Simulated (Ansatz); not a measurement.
Planning a GW calculation on KCl (Sylvite).

Symmetry: Fm-3m, No. 225, cubic system. Conventional cell: a = 6.293 Å, b = 6.293 Å, c = 6.293 Å, α = 90.00°, β = 90.00°, γ = 90.00°. Nearest to K lie 6 Cl at 3.15 Å. Nearest to Cl lie 6 K at 3.15 Å. Farther neighbours and most contacts between anions are not listed.

```xyz
2
Lattice="0.0000 3.1465 3.1465 3.1465 0.0000 3.1465 3.1465 3.1465 0.0000" Properties=species:S:1:pos:R:3 pbc="T T T"
K     0.0000    0.0000    0.0000
Cl    3.1465    3.1465    3.1465
```

The cell and positions come from the Crystallography Open Database and are kept as given unless a step says otherwise. PAW set soft_2, made with PBE.

Runs so far (Ansatz 0.2.0, start PBE, default PAW files, 4×4×4 mesh). Times are wall times on 1 × NVIDIA H100 80GB HBM3 (shared by 6 runs) with 3 threads of AMD EPYC 7R13 (Zen 3), shared host, good to a factor of about two.

```csv
bands summed,cutoff (eV),gap on the mesh (eV),time
73,60,7.650,12 s
193,120,7.878,12 s
```

**Question.** What should the next rung give, with 408 bands and screening to 200 eV, and where is the limit?

The error falls about as one over the bands when the cutoff rises with them. A line through the two highest rungs given predicts 7.952 eV; the run gave 8.012 eV, a miss of 0.060 eV, so the law fails here: the steps don't follow it yet. The two highest rungs put the limit near 8.132 eV, the pair below near 8.018 eV; neither can be trusted until a further rung is run.

Gaps are over the mesh's points; an edge off the mesh would be missed. Limits: not at the basis limit.

[Paths, hosts, dates, memory and timing lines, banners, echoed tables and standing remarks are left out of the program output.]

[Logs are printed without paths, hosts, clocks, repeated set-up lines and the standing remarks that a program may print on its own settings, such as how far it seeks lower states.]

[Runs of the session that timed out or met a known fault of the program may be left out.]

[Cells called generated may have been cut or substituted from an entry of the Crystallography Open Database or the Materials Project.]

[Hosts, paths, dates, database ids (printed as entryN), source tags and the programs' standing remarks are cut or masked in the printed files.]
